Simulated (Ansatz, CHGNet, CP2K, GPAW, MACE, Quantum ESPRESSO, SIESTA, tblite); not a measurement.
# CP2K runs on random packing of Si31O39C14H16 (at. %) (83 atoms), part 3 of 3

Wanted: CP2K inputs and outputs for random packing of Si31O39C14H16 (at. %) (83 atoms), checked against a plane-wave reference.

Program: CP2K 2026.2; the method stands at each step. Banners, paths, timers and routine set-up lines are dropped from the logs unmarked, and long logs keep their key lines alone; longer cuts are marked.

So far. Step 6 (PBE+D3, DZVP-MOLOPT-SR, 600/50 Ry, diagonalisation): Against the first run (4.9 %), the force difference from the reference is 5.4 %, at 1.0 times the CPU time; the model has changed, so this is no error of the program alone. Step 7 (PBE, DZVP-MOLOPT-SR, 210/50 Ry, diagonalisation): Against the first run (4.9 %), the force difference from the reference is 6.3 %, at 0.69 times the CPU time (on 2 against 4 cores): the grid matters here.

## (8) PBE, DZVP-MOLOPT-SR, 840/50 Ry, diagonalisation

Method: Kohn-Sham DFT, PBE, GTH-PBE pseudopotentials, Gaussian and plane waves, DZVP-MOLOPT-SR-GTH, diagonalisation.

input.inp

```
&GLOBAL
  PROJECT cell
  RUN_TYPE ENERGY_FORCE
  PRINT_LEVEL LOW
&END GLOBAL
&FORCE_EVAL
  METHOD QS
  STRESS_TENSOR ANALYTICAL
  &DFT
    BASIS_SET_FILE_NAME BASIS_MOLOPT
    POTENTIAL_FILE_NAME GTH_POTENTIALS
    &MGRID
      CUTOFF 840
      REL_CUTOFF 50
      NGRIDS 5
    &END MGRID
    &QS
      EPS_DEFAULT 1.0E-12
    &END QS
    &SCF
      SCF_GUESS ATOMIC
      EPS_SCF 1.0E-06
      MAX_SCF 200
      ADDED_MOS 14
      &DIAGONALIZATION
        ALGORITHM STANDARD
      &END DIAGONALIZATION
      &SMEAR ON
        METHOD FERMI_DIRAC
        ELECTRONIC_TEMPERATURE [K] 580
      &END SMEAR
      &MIXING
        METHOD BROYDEN_MIXING
        ALPHA 0.3
        NBROYDEN 8
      &END MIXING
      &PRINT
        &RESTART OFF
        &END RESTART
      &END PRINT
    &END SCF
    &XC
      &XC_FUNCTIONAL PBE
      &END XC_FUNCTIONAL
    &END XC
    &PRINT
      &MULLIKEN ON
      &END MULLIKEN
      &LOWDIN ON
      &END LOWDIN
      &MO ON
        EIGENVALUES T
        OCCUPATION_NUMBERS T
        MO_INDEX_RANGE 168 191
        &EACH
          QS_SCF 0
        &END EACH
        ADD_LAST NUMERIC
      &END MO
    &END PRINT
  &END DFT
  &SUBSYS
    &CELL
      A 10.05190 0.00000 0.00000
      B 0.00000 10.05190 0.00000
      C 0.00000 0.00000 10.05190
    &END CELL
    &COORD
      SCALED
      Si 0.32963 0.68336 0.92186
      Si 0.16151 0.16413 0.59123
      Si 0.90829 0.27986 0.76941
      Si 0.18453 0.52160 0.33826
      Si 0.47877 0.78474 0.20318
      Si 0.82064 0.59675 0.44293
      Si 0.15524 0.95883 0.28654
      Si 0.34309 0.50165 0.48420
      Si 0.10484 0.89241 0.54332
      Si 0.09615 0.50625 0.03552
      Si 0.27630 0.36353 0.22535
      Si 0.25325 0.72929 0.32775
      Si 0.88752 0.08175 0.64462
      Si 0.83321 0.86904 0.75130
      Si 0.19921 0.01114 0.96568
      Si 0.55980 0.96691 0.91073
      Si 0.69277 0.76808 0.28365
      Si 0.09541 0.28824 0.86671
      Si 0.67045 0.14024 0.00985
      Si 0.31331 0.35766 0.77977
[... 59 atom lines left out ...]
      H 0.46595 0.55562 0.84332
      H 0.43974 0.29877 0.51075
      H 0.26192 0.16775 0.32216
      H 0.93087 0.97748 0.31987
    &END COORD
    &KIND Si
      BASIS_SET DZVP-MOLOPT-SR-GTH-q4
      POTENTIAL GTH-PBE-q4
    &END KIND
    &KIND O
      BASIS_SET DZVP-MOLOPT-SR-GTH-q6
      POTENTIAL GTH-PBE-q6
    &END KIND
    &KIND C
      BASIS_SET DZVP-MOLOPT-SR-GTH-q4
      POTENTIAL GTH-PBE-q4
    &END KIND
    &KIND H
      BASIS_SET DZVP-MOLOPT-SR-GTH-q1
      POTENTIAL GTH-PBE-q1
    &END KIND
  &END SUBSYS
  &PRINT
    &FORCES ON
    &END FORCES
    &STRESS_TENSOR ON
    &END STRESS_TENSOR
  &END PRINT
&END FORCE_EVAL
```

Launch:

```sh
$ OMP_NUM_THREADS=1 mpirun -np 4 cp2k.psmp -i input.inp > output.txt
```

Numbers of over 12 decimals in the logs are rounded to 6 here.

The log of the run:

```text
CP2K| version string:                                       CP2K version 2026.2
 CP2K| Input file name                                                 input.inp
 GLOBAL| Basis set file name                                        BASIS_MOLOPT
 GLOBAL| Potential file name                                      GTH_POTENTIALS
 GLOBAL| Run type                                                   ENERGY_FORCE
 GLOBAL| Total number of message passing processes                             4
 GLOBAL| Number of threads for this process                                    1
[... lines left out ...]
                        Smear method:                                FERMI_DIRAC
[... lines left out ...]
 Number of electrons:                                                        357
[... lines left out ...]
  Step     Update method      Time    Convergence         Total energy    Change
[... lines left out ...]
  *** SCF run converged in    54 steps ***
[... lines left out ...]
  Fermi energy:                                                 0.137255
  Total energy:                                              -685.472904
  Total energy (extrapolated to T->0):                       -685.465385
[... lines left out ...]
 MO| E(Fermi):            0.137255 a.u.          3.734906 eV
[... lines left out ...]
      82     H        4          0.882608                              0.117392
      83     H        4          0.926095                              0.073905
 # Total charge                            357.000000                 -0.000000
 ENERGY| Total FORCE_EVAL ( QS ) energy [hartree]           -685.472903
 FORCES| Atomic forces [hartree/bohr]
 FORCES|   Atom     x               y               z               |f|
 FORCES|      1 -3.51858904E-02 -8.64600098E-03 -4.62409802E-02   5.87454549E-02
 FORCES|      2  6.60066599E-02  1.88893853E-02  4.11496340E-03   6.87795097E-02
 FORCES|      3 -6.80859770E-02  2.21942512E-02  4.18277812E-02   8.29327940E-02
[...]
FORCES|     82 -1.21537622E-02 -7.08044266E-03 -1.05044313E-03   1.41049649E-02
 FORCES|     83  5.60186468E-03  1.01856061E-02  5.09454468E-03   1.26918023E-02
 FORCES| Sum    -3.37126012E-04 -1.69879614E-04  2.91318591E-04
 FORCES| Total atomic force                                       4.76843321E-04
 STRESS| Analytical stress tensor [bar]
 STRESS|                        x                   y                   z
 STRESS|      x       -1.55265640724E+05  -2.27598690317E+03   3.00047947618E+04
 STRESS|      y       -2.27598690317E+03  -1.03903897860E+05  -9.37698948786E+01
 STRESS|      z        3.00047947618E+04  -9.37698948786E+01  -1.25347749045E+05
 STRESS| 1/3 Trace                                            -1.28172429210E+05
```

The job ended after 3.2 min (4 MPI ranks of Arm Neoverse V2, shared host; peak memory 5.2 GiB).

Against the reference:

* r.m.s. force component: 1.837 eV/Å
* r.m.s. difference of force components: 87.73 meV/Å
* longest difference of force vectors: 346.4 meV/Å
* force difference over r.m.s. force: 4.738 %
* slope of forces against the reference's: 0.9909
* correlation of force components: 0.9989
* pressure: -12.82 GPa
* pressure difference: -0.5101 GPa
* energy less the same-level run's: 0.1165 meV/atom
* r.m.s. force difference from the same-level run: 26.03 meV/Å

Against the first run (4.9 %), the force difference from the reference is 4.7 %, at 1.2 times the CPU time: the change moves forces by 26 meV/Å r.m.s., so most of the difference comes from elsewhere.

## (9) Side by side

Differences are against the plane-wave reference, forces as r.m.s. over components; share is that over the reference's r.m.s. force, slope the least-squares factor from reference forces to these. Total energies of different programs have different zeros and aren't compared.

```csv
run,"Δ force, r.m.s. (meV/Å)",share (%),slope,Δ pressure (GPa),cores,CPU time,memory (GiB)
reference,-,-,-,-,8,36 s,1.2
"CP2K PBE, DZVP-MOLOPT-SR, 600/50 Ry, diagonalisation",90.1,4.86,0.989,-0.505,4,11 min,3.4
"CP2K PBE, SZV-MOLOPT-SR, 600/50 Ry, diagonalisation (coarse)",1021,55.2,0.923,17.9,1,6.5 min,2.3
"CP2K PBE, TZVP-MOLOPT, 600/50 Ry, diagonalisation",65.6,3.54,0.978,-0.0264,4,43 min,4.3
"CP2K PBE, TZV2P-MOLOPT, 600/50 Ry, diagonalisation",46.9,2.53,0.985,-0.0542,4,49 min,4.7
"CP2K PBE+D3, DZVP-MOLOPT-SR, 600/50 Ry, diagonalisation",100,5.40,0.983,-1.37,4,11 min,3.4
"CP2K PBE, DZVP-MOLOPT-SR, 210/50 Ry, diagonalisation (coarse)",116,6.25,0.992,-0.249,2,7.4 min,0.8
"CP2K PBE, DZVP-MOLOPT-SR, 840/50 Ry, diagonalisation",87.7,4.74,0.991,-0.510,4,13 min,5.2
```

Rows marked coarse were listed beforehand as settings not expected to be converged; some can still land near the reference.

CPU time is summed over cores on a shared host, where runs went side by side, so it is rough. Symmetry, cutoffs, thresholds, outputs and thread counts weren't matched or tuned between programs; memory under MPI is the largest rank's times the ranks.

Mean charges by element (e), by run and scheme:

```
                                                    run    scheme     Si      O      C      H
                                              reference    Löwdin  +0.70  -0.41  -0.20  +0.10
   CP2K PBE, DZVP-MOLOPT-SR, 600/50 Ry, diagonalisation  Mulliken  +0.23  -0.30  +0.07  +0.20
      CP2K PBE, TZVP-MOLOPT, 600/50 Ry, diagonalisation  Mulliken  +0.44  -0.34  -0.14  +0.09
     CP2K PBE, TZV2P-MOLOPT, 600/50 Ry, diagonalisation  Mulliken  +0.44  -0.34  -0.15  +0.08
CP2K PBE+D3, DZVP-MOLOPT-SR, 600/50 Ry, diagonalisation  Mulliken  +0.23  -0.30  +0.07  +0.20
   CP2K PBE, DZVP-MOLOPT-SR, 840/50 Ry, diagonalisation  Mulliken  +0.23  -0.30  +0.07  +0.20
```

The reference's Löwdin charges lack the electrons that the projection spills, 0.047 e an atom on average.

Within one program, basis, potentials and functional, energies share a zero. Each run against its twin at the usual cutoff or grid and solver:

| run | twin | Δ energy (meV/atom) | Δ force, r.m.s. (meV/Å) | CPU time over the twin's |
| --- | --- | --- | --- | --- |
| CP2K PBE, DZVP-MOLOPT-SR, 210/50 Ry, diagonalisation | DZVP-MOLOPT-SR, 600/50 Ry, diagonalisation | -6.49 | 81.2 | 0.69 (this twin ran on 4 cores) |
| CP2K PBE, DZVP-MOLOPT-SR, 840/50 Ry, diagonalisation | DZVP-MOLOPT-SR, 600/50 Ry, diagonalisation | 0.117 | 26.0 | 1.2 |

Further runs of this program without a result: CP2K GFN1-xTB, diagonalisation (not converged).

## (10) Outcome

```json
{
 "nearest in forces": "CP2K PBE, TZV2P-MOLOPT, 600/50 Ry, diagonalisation, 2.5 %",
 "its CPU time": "49 min"
}
```

**Reading.** The PBE runs in local orbitals, coarse settings apart, differ by 2.5 % (CP2K PBE, TZV2P-MOLOPT, 600/50 Ry, diagonalisation) to 4.9 % (CP2K PBE, DZVP-MOLOPT-SR, 600/50 Ry, diagonalisation); basis, grid and potentials can all enter. Rows with another functional or a dispersion term differ by 5.4 % (CP2K PBE+D3, DZVP-MOLOPT-SR, 600/50 Ry, diagonalisation), which mixes the change of model with differences of basis and potentials. Runs with settings chosen to be coarse differ by 6.3 % (CP2K PBE, DZVP-MOLOPT-SR, 210/50 Ry, diagonalisation) to 55 % (CP2K PBE, SZV-MOLOPT-SR, 600/50 Ry, diagonalisation), their programs' other errors included. None of the electronic-structure runs in the table takes under half the reference's CPU time of 36 s; they take 11 to 81 times as much. In pressure, CP2K PBE, SZV-MOLOPT-SR, 600/50 Ry, diagonalisation misses by +17.9 GPa, at the same functional. Charges hang on scheme and program or settings: among these rows the mean for Si runs from +0.23 to +0.70 e. The electron count is odd in these runs, and they have no spin polarisation, so the unpaired electron is spread evenly over both spins. The reference's stress is far from hydrostatic: its diagonal is -15.1, -9.7, -12.1 GPa, compression counted positive. The reference's pressure of -12 GPa belongs to a cell and atoms that aren't relaxed at this level. The electron count is odd and the run has no spin polarisation, so levels at the top are partly filled by construction. The electronic-structure runs sample only Γ, in a cell whose shortest periodic width is 10 Å, which is coarse for a cell with partly filled levels.

[Also dropped from logs without a mark: logging warnings of Python, and SIESTA's first energy breakdown and zero terms.]

[Logs are printed without paths, hosts, clocks, repeated set-up lines and the standing remarks that a program may print on its own settings, such as how far it seeks lower states.]

[Hosts, paths, dates, database ids (printed as entryN), source tags and the programs' standing remarks are cut or masked in the printed files.]
